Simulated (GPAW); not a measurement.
```cif
data_ws2
_symmetry_space_group_name_H-M 'P6_3/mmc'
_symmetry_Int_Tables_number 194
_cell_length_a 3.1800
_cell_length_b 3.1800
_cell_length_c 12.5000
_cell_angle_alpha 90.000
_cell_angle_beta 90.000
_cell_angle_gamma 120.000
_cell_volume 109.47
loop_
_atom_site_label
_atom_site_type_symbol
_atom_site_symmetry_multiplicity
_atom_site_Wyckoff_symbol
_atom_site_fract_x
_atom_site_fract_y
_atom_site_fract_z
_atom_site_occupancy
W1 W 2 c 0.33333 0.66667 0.25000 1
S1 S 4 f 0.33333 0.66667 0.62500 1
_calc_subject 'How the form of the self-energy moves the gap of WS2 (Tungstenite)'
_calc_method 'DFT, LDA, plane waves, PAW (and 1 further level or step)'
_calc_program 'GPAW 26.7.0'
_calc_settings_of_one_run 'cutoff 450 eV, GPAW PAW setups 1.2.1 data release, 6×6×2 k-mesh, nbands 258'
_calc_cost '4 runs, 24 min in all on 4 MPI ranks of Arm Neoverse V1, shared host (the runs of this entry)'
_calc_notes 'The database entry behind the starting cell differs from later determinations by our own check (an axis about 1.4 % long against later determinations). The cell and positions come from the Crystallography Open Database and are kept as given unless a step says otherwise. Limits: no spin-orbit coupling. Bands and cutoff are finite, so the gap is not at the basis limit. The miss can reach some tenths of an eV and take either sign; the mesh is an error of its own. The 6×6×2 mesh is coarse for this cell, which bears on the long-range parts of exchange and screening.'
_calc_g0w0_godby_needs_plasmon_pole '1.393 eV'
_calc_g0w0_full_frequency_hilbert_transform '1.379 eV'
_calc_g0w0_multipole '1.382 eV'
_calc_known_limits 'not at the basis limit; no spin-orbit coupling; coarse k mesh'
```

[Paths, hosts, dates, memory and timing lines, banners, echoed tables and standing remarks are left out of the program output.]

[Logs are printed without paths, hosts, clocks, repeated set-up lines and the standing remarks that a program may print on its own settings, such as how far it seeks lower states.]

[Runs of the session that timed out or met a known fault of the program may be left out.]

[Hosts, paths, dates, database ids (printed as entryN), source tags and the programs' standing remarks are cut or masked in the printed files.]
